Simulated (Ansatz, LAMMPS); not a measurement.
**Relaxing glassy 56SiO2-26Al2O3-18BaO (mol %) (114 atoms)**

How does glassy 56SiO2-26Al2O3-18BaO (mol %) (114 atoms) relax, and what do bonds, charges and levels look like afterwards?

Calculated with Ansatz 0.2.0; Kohn-Sham DFT, PBE, PAW (set soft_2), plane waves.

Report form: the programs' logs are mostly left out.

## 1. The structure

The cell holds 114 atoms: 19 Si, 18 Al, 6 Ba and 71 O. Cell: a = 11.608 Å, b = 11.608 Å, c = 11.608 Å, α = 90.0°, β = 90.0°, γ = 90.0°. 114 atoms (19 Si, 18 Al, 6 Ba, 71 O) placed at random at 3.09 g/cm³, melted at 4000 K for 10 ps at fixed volume with the Morse and Coulomb pair potential with partial charges (Pedone, Malavasi, Menziani, Cormack and Segre, J. Phys. Chem. B 110, 11780 (2006)). Quenched from 4000 K to 300 K at 20 K/ps and fixed volume, held 10 ps at zero pressure, then minimised at fixed cell.

Limits known from the start: The quench rate of 20 K/ps is many orders above laboratory rates, so the cell is likely richer in defects and strain than a real sample. The starting topology of bonds comes from the classical model. The Brillouin zone is sampled at Γ only, in a cell whose shortest periodic width is 12 Å. No spin–orbit coupling is included, so levels derived from the heavy atoms are approximate.

## 2. Making the structure

A classical potential makes the cell, at a small fraction of what the same run would cost in DFT.

This step: classical MD, Morse and Coulomb pair potential with partial charges (Pedone, Malavasi, Menziani, Cormack and Segre, J. Phys. Chem. B 110, 11780 (2006)) (LAMMPS 22 Jul 2025 - Update 4).

Input file in.lmp:

```
# melt-quench of Si19Al18Ba6O71
units metal
atom_style charge
boundary p p p
region box block 0 11.6934 0 11.6934 0 11.6934
create_box 4 box
mass 1 28.0850   # Si
mass 2 26.9815   # Al
mass 3 137.3270   # Ba
mass 4 15.9990   # O
create_atoms 1 random 19 64069 NULL overlap 1.5 maxtry 2000
create_atoms 2 random 18 64076 NULL overlap 1.5 maxtry 2000
create_atoms 3 random 6 64083 NULL overlap 1.5 maxtry 2000
create_atoms 4 random 71 64090 NULL overlap 1.5 maxtry 2000
pair_style hybrid/overlay pedone 5.5 coul/long 8.0
pair_coeff * * coul/long
pair_coeff 1 4 pedone 0.340554 2.006700 2.100000 1   # Si-O
pair_coeff 2 4 pedone 0.361581 1.900442 2.164818 0.9   # Al-O
pair_coeff 3 4 pedone 0.065011 1.547596 3.393410 5   # Ba-O
pair_coeff 4 4 pedone 0.042395 1.379316 3.618701 22   # O-O
set type 1 charge 2.4
set type 2 charge 1.8
set type 3 charge 1.2
set type 4 charge -1.2
kspace_style pppm 1.0e-4
neigh_modify delay 0 every 1 check yes
thermo_style custom step time temp pe press density
thermo_modify norm yes
timestep 0.002
thermo 100
min_style cg
minimize 1e-4 1e-4 200 2000
reset_timestep 0
velocity all create 4000 64070 mom yes dist gaussian
# [... 14 lines left out ...]
thermo 1666
fix md all npt temp 300 300 0.2 iso 0 0 2
run 5000 post no
unfix md
thermo 100
min_style cg
minimize 0 1e-3 2000 20000
write_dump all custom glass.dump id type xs ys zs modify sort id
```

On the command line:

```
$ lmp -in in.lmp -log none -nocite
```

It took 51 s on 1 thread of Arm Neoverse V1, shared host; peak memory 0.07 GiB.

## 3. Single point at the start

The forces at the start show how far the geometry lies from a minimum of this functional.

Input file input.yaml:

```yaml
crystal:
  lattice:
    - [11.6084, 0.0, 0.0]
    - [0.0, 11.6084, 0.0]
    - [0.0, 0.0, 11.6084]
  atoms:
    - { symbol: Si, position: [0.68274, 0.60266, 0.4249] }
    - { symbol: Si, position: [0.31065, 0.64337, 0.50847] }
    - { symbol: Si, position: [0.36378, 0.94251, 0.94048] }
    - { symbol: Si, position: [0.46795, 0.69969, 0.30226] }
    - { symbol: Si, position: [0.53798, 0.55975, 0.82107] }
    - { symbol: Si, position: [0.20587, 0.1566, 0.87858] }
    - { symbol: Si, position: [0.74599, 0.3419, 0.35731] }
    - { symbol: Si, position: [0.98969, 0.16156, 0.73375] }
    - { symbol: Si, position: [0.95501, 0.80897, 0.49248] }
    - { symbol: Si, position: [0.42637, 0.58533, 0.04616] }
    - { symbol: Si, position: [0.5111, 0.33703, 0.09641] }
    - { symbol: Si, position: [0.12453, 0.18136, 0.32067] }
    - { symbol: Si, position: [0.05173, 0.57535, 0.51563] }
    - { symbol: Si, position: [0.6123, 0.94569, 0.62889] }
    - { symbol: Si, position: [0.01724, 0.17984, 0.07683] }
    - { symbol: Si, position: [0.92874, 0.8618, 0.008] }
    - { symbol: Si, position: [0.62125, 0.10634, 0.27847] }
    - { symbol: Si, position: [0.76323, 0.56947, 0.68448] }
    - { symbol: Si, position: [0.78592, 0.23845, 0.86792] }
    - { symbol: Al, position: [0.43237, 0.3891, 0.54305] }
    - { symbol: Al, position: [0.40066, 0.22092, 0.32451] }
    - { symbol: Al, position: [0.97927, 0.43886, 0.99024] }
    - { symbol: Al, position: [0.75953, 0.05971, 0.0549] }
    - { symbol: Al, position: [0.17243, 0.87494, 0.13149] }
    - { symbol: Al, position: [0.4112, 0.78599, 0.71846] }
    - { symbol: Al, position: [0.78486, 0.3883, 0.10445] }
    - { symbol: Al, position: [0.85128, 0.90341, 0.73876] }
    - { symbol: Al, position: [0.9087, 0.36305, 0.57122] }
    - { symbol: Al, position: [0.99069, 0.60745, 0.7867] }
    - { symbol: Al, position: [0.99047, 0.61455, 0.13451] }
    - { symbol: Al, position: [0.55514, 0.13129, 0.91514] }
    - { symbol: Al, position: [0.0673, 0.94832, 0.37066] }
    - { symbol: Al, position: [0.60999, 0.222, 0.66044] }
    - { symbol: Al, position: [0.16879, 0.65504, 0.99505] }
    - { symbol: Al, position: [0.97544, 0.41425, 0.32178] }
    - { symbol: Al, position: [0.67367, 0.85702, 0.36826] }
    - { symbol: Al, position: [0.41158, 0.30246, 0.79252] }
    - { symbol: Ba, position: [0.70115, 0.70228, 0.09951] }
    - { symbol: Ba, position: [0.22934, 0.48388, 0.77607] }
    - { symbol: Ba, position: [0.13323, 0.88124, 0.74011] }
    - { symbol: Ba, position: [0.83667, 0.08023, 0.49221] }
    - { symbol: Ba, position: [0.34973, 0.95052, 0.43818] }
    - { symbol: Ba, position: [0.24808, 0.47095, 0.2524] }
    - { symbol: O, position: [0.12224, 0.14029, 0.76606] }
    - { symbol: O, position: [0.92715, 0.88737, 0.3825] }
    - { symbol: O, position: [0.73629, 0.71462, 0.35638] }
    - { symbol: O, position: [0.38372, 0.53555, 0.54714] }
    - { symbol: O, position: [0.28528, 0.26737, 0.87143] }
    - { symbol: O, position: [0.69616, 0.99776, 0.32346] }
    - { symbol: O, position: [0.71119, 0.12521, 0.92127] }
    - { symbol: O, position: [0.91787, 0.87093, 0.86949] }
    - { symbol: O, position: [0.16521, 0.91517, 0.27314] }
    - { symbol: O, position: [0.00026, 0.31818, 0.06845] }
    - { symbol: O, position: [0.85345, 0.65184, 0.75186] }
    - { symbol: O, position: [0.93086, 0.73336, 0.06483] }
    - { symbol: O, position: [0.35402, 0.84086, 0.84525] }
    - { symbol: O, position: [0.84354, 0.35882, 0.25141] }
    - { symbol: O, position: [0.97846, 0.25223, 0.63419] }
    - { symbol: O, position: [0.9183, 0.20767, 0.8431] }
    - { symbol: O, position: [0.5524, 0.61427, 0.37242] }
    - { symbol: O, position: [0.67274, 0.23135, 0.32599] }
    - { symbol: O, position: [0.06349, 0.09183, 0.40728] }
    - { symbol: O, position: [0.78278, 0.33253, 0.9648] }
    - { symbol: O, position: [0.04828, 0.91675, 0.04891] }
    - { symbol: O, position: [0.8899, 0.12874, 0.07534] }
    - { symbol: O, position: [0.35408, 0.32373, 0.65423] }
    - { symbol: O, position: [0.06197, 0.58814, 0.65295] }
    - { symbol: O, position: [0.62262, 0.08315, 0.60052] }
    - { symbol: O, position: [0.89551, 0.84404, 0.60649] }
    - { symbol: O, position: [0.00728, 0.54387, 0.26144] }
    - { symbol: O, position: [0.07588, 0.14366, 0.19706] }
    - { symbol: O, position: [0.82829, 0.30376, 0.46063] }
    - { symbol: O, position: [0.53698, 0.81728, 0.29866] }
    - { symbol: O, position: [0.42863, 0.45216, 0.07966] }
    - { symbol: O, position: [0.46287, 0.4446, 0.819] }
    - { symbol: O, position: [0.70476, 0.9205, 0.72725] }
    - { symbol: O, position: [0.66317, 0.54106, 0.77418] }
    - { symbol: O, position: [0.48187, 0.6633, 0.75316] }
    [... 30 atom lines left out ...]
    - { symbol: O, position: [0.39876, 0.34305, 0.40691] }
    - { symbol: O, position: [0.70563, 0.61414, 0.56075] }
    - { symbol: O, position: [0.99527, 0.45589, 0.47735] }
    - { symbol: O, position: [0.44521, 0.2688, 0.19258] }
    - { symbol: O, position: [0.64771, 0.10282, 0.1438] }
    - { symbol: O, position: [0.4443, 0.65126, 0.17202] }
kpoints:
  mp_grid: { grid: [1, 1, 1] }
hamiltonian:
  xc: pbe
scf:
  occupations: { method: fermi_dirac, width: 0.05 }
output:
  forces: true
  stress: true
  populations: intrinsic
  dos:
    method: { smearing: { sigma: 0.08 } }
    de: 0.1
    projected: { site_lists: { Al: [Al], Ba: [Ba], O: [O], Si: [Si] } }
  eigenvalues: true
```

On the command line:

```
$ ansatz run input.yaml --threads 4 --pin off --max-ram 8192MiB --backend cpu --events-out ev --progress --plain --runs-dir out
```

Run time: 36 s. Hardware: 4 threads of Arm Neoverse V1, shared host; peak memory 2.1 GiB; 2.2 min of CPU time.

The run gave:

```
free energy                                      : -97881.1136 eV
free energy per atom                             : -858.6063 eV/atom
SCF cycles                                       : 9
pressure                                         : 6.704 GPa
r.m.s. force component                           : 0.7374 eV/Å
longest force                                    : 3.243 eV/Å
Fermi energy                                     : 6.509 eV
gap (highest filled to lowest empty level) : 3.217 eV
```

The r.m.s. force component of 0.74 eV/Å and the pressure of 6.7 GPa set the starting point.

Neighbours are counted within 2.08 Å (O-Si), 2.19 Å (O-Al), 3.48 Å (O-Ba).

Length of the force by element and coordination:

| element | coordination | atoms | mean length of the force (eV/Å) | spread | least | most |
| --- | --- | --- | --- | --- | --- | --- |
| Al | all | 18 | 0.952 | 0.276 | 0.323 | 1.57 |
| Ba | all | 6 | 0.448 | 0.139 | 0.268 | 0.630 |
| Ba | 7 | 1 | 0.580 | 0 | 0.580 | 0.580 |
| Ba | 8 | 2 | 0.575 | 0.0549 | 0.520 | 0.630 |
| Ba | 9 | 1 | 0.396 | 0 | 0.396 | 0.396 |
| Ba | 10 | 2 | 0.279 | 0.0107 | 0.268 | 0.289 |
| O | all | 71 | 1.24 | 0.494 | 0.192 | 2.71 |
| O | 2 | 23 | 1.06 | 0.486 | 0.367 | 2.71 |
| O | 3 | 38 | 1.29 | 0.456 | 0.192 | 2.68 |
| O | 4 | 10 | 1.47 | 0.514 | 0.414 | 2.19 |
| Si | all | 19 | 1.31 | 0.630 | 0.668 | 3.24 |

## 4. Relaxation

With the cell held, the atoms are moved downhill towards a nearby minimum.

input.yaml, the sections that differ from step 3:

```yaml
output:
  forces: true
relax:
  f_tol: 0.03
  max_steps: 200
# crystal, kpoints, hamiltonian, scf: as in step 3
```

Run time: 2.6 min. Hardware: 4 threads; peak memory 2.1 GiB.

The steps of the relaxation:

| step | energy less that of the first step (eV) | largest force component (eV/Å) |
| --- | --- | --- |
| 1 | 0.0000 | 2.5729 |
| 2 | -2.2835 | 2.1374 |
| 3 | -3.7587 | 1.2550 |
| 4 | -4.1706 | 1.2034 |
| 5 | -4.5334 | 0.3298 |
| 6 | -4.5572 | 0.2078 |
| 7 | -4.6657 | 0.0786 |
| 8 | -4.6706 | 0.0688 |
| 9 | -4.6738 | 0.0353 |
| 10 | -4.6747 | 0.0190 |

The atoms that moved most (Å):

| atom | dx | dy | dz | length |
| --- | --- | --- | --- | --- |
| O90 | 0.422 | 0.010 | 0.089 | 0.432 |
| O69 | 0.272 | -0.142 | 0.229 | 0.382 |
| O73 | -0.115 | 0.080 | 0.256 | 0.292 |
| O94 | 0.079 | -0.238 | 0.100 | 0.270 |
| O70 | 0.259 | 0.003 | 0.009 | 0.259 |
| Al30 | 0.234 | 0.099 | 0.009 | 0.255 |
| O71 | 0.229 | -0.026 | -0.102 | 0.253 |
| O103 | 0.050 | -0.037 | -0.241 | 0.249 |

The relaxation changed the energy by -41.0 meV/atom, and atoms moved by 0.15 Å r.m.s., 0.43 Å at most.

## 5. Distances and neighbours after relaxation

Bonds before and after, by the cutoffs listed below:

| pair | bonds before | bonds after | mean before (Å) | mean after (Å) | spread before (Å) | spread after (Å) |
| --- | --- | --- | --- | --- | --- | --- |
| O-Si | 76 | 76 | 1.610 | 1.637 | 0.033 | 0.029 |
| O-Al | 72 | 73 | 1.760 | 1.787 | 0.057 | 0.064 |
| O-Ba | 51 | 50 | 2.972 | 2.875 | 0.189 | 0.214 |

Density 3.16 g/cm³, 13.72 Å³ an atom.

g(r), total and by pair (bins of 0.2 Å):

| r (Å) | total | O-O | O-Si | O-Al | O-Ba | Si-Si | Si-Al |
| --- | --- | --- | --- | --- | --- | --- | --- |
| 1.50 | 0.27 | 0.00 | 1.30 | 0.00 | 0.00 | 0.00 | 0.00 |
| 1.70 | 4.01 | 0.00 | 11.81 | 7.92 | 0.00 | 0.00 | 0.00 |
| 1.90 | 0.63 | 0.00 | 0.00 | 3.17 | 0.00 | 0.00 | 0.00 |
| 2.10 | 0.02 | 0.00 | 0.00 | 0.11 | 0.00 | 0.00 | 0.00 |
| 2.30 | 0.00 | 0.00 | 0.00 | 0.00 | 0.00 | 0.00 | 0.00 |
| 2.50 | 0.51 | 1.04 | 0.00 | 0.16 | 0.69 | 0.00 | 0.31 |
| 2.70 | 1.89 | 4.09 | 0.00 | 0.14 | 3.77 | 0.00 | 0.00 |
| 2.90 | 1.23 | 2.08 | 0.22 | 0.29 | 2.77 | 2.01 | 1.07 |
| 3.10 | 1.00 | 1.01 | 0.43 | 0.30 | 1.21 | 2.85 | 3.81 |
| 3.30 | 0.84 | 0.61 | 0.51 | 0.81 | 0.40 | 0.97 | 3.41 |
| 3.50 | 0.81 | 0.43 | 1.20 | 1.04 | 0.47 | 0.00 | 0.14 |
| 3.70 | 0.81 | 0.52 | 0.96 | 1.10 | 0.74 | 0.50 | 0.40 |
| 3.90 | 1.07 | 0.61 | 1.83 | 1.45 | 0.96 | 0.45 | 0.36 |
| 4.10 | 1.10 | 0.73 | 1.84 | 1.30 | 0.69 | 0.63 | 1.20 |
| 4.30 | 1.17 | 0.76 | 1.62 | 1.98 | 0.94 | 0.92 | 0.89 |
| 4.50 | 1.08 | 1.05 | 1.18 | 1.14 | 1.00 | 1.03 | 1.18 |
| 4.70 | 0.96 | 1.12 | 0.57 | 0.84 | 1.51 | 1.39 | 1.15 |
| 4.90 | 0.93 | 1.29 | 0.48 | 0.59 | 1.54 | 1.15 | 0.83 |
| 5.10 | 1.03 | 1.38 | 0.76 | 0.65 | 1.07 | 1.33 | 0.98 |
| 5.30 | 1.04 | 1.31 | 0.77 | 0.64 | 1.40 | 1.12 | 1.48 |
| 5.50 | 1.04 | 1.27 | 0.89 | 0.82 | 0.82 | 1.03 | 1.21 |
| 5.70 | 1.02 | 0.87 | 1.12 | 1.12 | 0.77 | 0.96 | 1.29 |

Bonds by pair of elements; cutoffs follow the first minimum of g(r), held within bounds set by covalent radii, and pairs that aren't listed don't count as bonded:

| pair A-B | cutoff (Å) | bonds | mean length (Å) | spread (Å) | shortest (Å) | B about A | A about B |
| --- | --- | --- | --- | --- | --- | --- | --- |
| O-Si | 2.08 | 76 | 1.64 | 0.029 | 1.59 | 1.07 | 4 |
| O-Al | 2.27 | 73 | 1.79 | 0.064 | 1.68 | 1.03 | 4.06 |
| O-Ba | 3.43 | 50 | 2.88 | 0.214 | 2.48 | 0.704 | 8.33 |

How many atoms have how many bonded neighbours:

| element | mean | 2 | 3 | 4 | 5 | 6 | 8 | 9 | 10 |
| --- | --- | --- | --- | --- | --- | --- | --- | --- | --- |
| Al | 4.06 | 0 | 0 | 17 | 1 | 0 | 0 | 0 | 0 |
| Ba | 8.33 | 0 | 0 | 0 | 0 | 1 | 2 | 2 | 1 |
| O | 2.80 | 23 | 39 | 9 | 0 | 0 | 0 | 0 | 0 |
| Si | 4 | 0 | 0 | 19 | 0 | 0 | 0 | 0 | 0 |

Bond angles, per cent of each kind in bins of 5°:

| angle (°) | O-Si-O | O-Al-O | Al-O-Ba | Ba-O-Si |
| --- | --- | --- | --- | --- |
| 75–80 | 0.0 | 0.0 | 7.8 | 3.9 |
| 80–85 | 0.0 | 2.7 | 11.8 | 0.0 |
| 85–90 | 0.0 | 4.5 | 13.7 | 11.8 |
| 90–95 | 0.0 | 4.5 | 9.8 | 5.9 |
| 95–100 | 7.0 | 13.4 | 13.7 | 23.5 |
| 100–105 | 11.4 | 17.0 | 13.7 | 17.6 |
| 105–110 | 37.7 | 17.9 | 5.9 | 3.9 |
| 110–115 | 28.9 | 7.1 | 7.8 | 3.9 |
| 115–120 | 10.5 | 17.9 | 2.0 | 7.8 |
| 120–125 | 3.5 | 5.4 | 3.9 | 11.8 |
| 125–130 | 0.0 | 3.6 | 2.0 | 0.0 |
| 130–135 | 0.9 | 2.7 | 0.0 | 0.0 |
| 135–140 | 0.0 | 0.9 | 2.0 | 7.8 |
| 140–145 | 0.0 | 1.8 | 2.0 | 0.0 |
| 145–150 | 0.0 | 0.0 | 3.9 | 0.0 |
| 150–155 | 0.0 | 0.0 | 0.0 | 0.0 |
| 155–160 | 0.0 | 0.9 | 0.0 | 0.0 |
| 160–165 | 0.0 | 0.0 | 0.0 | 2.0 |

Bond angles (no mean is given where the spread exceeds 20°):

| angle | count | mean (°) | spread (°) |
| --- | --- | --- | --- |
| O-Si-O | 114 | 109 | 5.9 |
| O-Al-O | 112 | 109 | 13.1 |
| Al-O-Ba | 51 | 100 | 17.4 |
| Ba-O-Si | 51 | 106 | 16.9 |

Oxygen atoms by the number of network formers (Si, P, Ge, B, Al, As, Ga) bound to them:

| network formers bound to O | O atoms | per cent |
| --- | --- | --- |
| 0 | 0 | 0 |
| 1 | 0 | 0 |
| 2 | 64 | 90.1 |
| 3 | 7 | 9.9 |

Network units: each former by its oxygen neighbours and how many of them bridge to another former:

| former | O neighbours | bridging O | atoms |
| --- | --- | --- | --- |
| Si | 4 | 4 | 19 |
| Al | 4 | 4 | 17 |
| Al | 5 | 5 | 1 |

Bond length by coordination (bonds to H left out):

| element | coordination | atoms | mean bond length (Å) |
| --- | --- | --- | --- |
| Al | 4 | 17 | 1.78 |
| Al | 5 | 1 | 1.89 |
| Ba | 6 | 1 | 2.79 |
| Ba | 8 | 2 | 2.86 |
| Ba | 9 | 2 | 2.92 |
| Ba | 10 | 1 | 2.87 |
| O | 2 | 23 | 1.67 |
| O | 3 | 39 | 2.04 |
| O | 4 | 9 | 2.33 |

Rings of the network by King's shortest-path rule, up to 12 atoms, one path for each pair of neighbours; H, halogens, alkali and alkaline-earth atoms are left out, and the last column divides by all other atoms, bonded or not:

| ring size (atoms) | rings | per network atom |
| --- | --- | --- |
| 4 | 3 | 0.028 |
| 6 | 8 | 0.074 |
| 8 | 8 | 0.074 |
| 10 | 20 | 0.185 |
| 12 | 24 | 0.222 |

First main peaks of g(r), for some of the pairs, lie near 2.7 Å (O-O), 1.6 Å (O-Si), 1.8 Å (O-Al), 2.7 Å (O-Ba), 3.1 Å (Si-Si) and 3.2 Å (Si-Al). Counting bonds as in the table, 94 % of Al atoms have 4, 33 % of Ba atoms have 8 and as many 9, 55 % of O atoms have 3 and all Si atoms have 4 bonded neighbours. The O-Si-O angle averages 109° with a spread of 6°. 90 % of the oxygens bridge two formers (Si and Al) and 0 % are non-bridging; 10 % join three. The commonest Si unit has 4 oxygens, 4 of them shared with other formers (19 of 19 atoms). Rings of 12 atoms are the most common (38 % of those counted); sizes run from 4 to 12, where the search stops.

[end of part 1 of 2]

[Logs are printed without paths, hosts, clocks, repeated set-up lines and the standing remarks that a program may print on its own settings, such as how far it seeks lower states.]

[Hosts, paths, dates, database ids (printed as entryN), source tags and the programs' standing remarks are cut or masked in the printed files.]
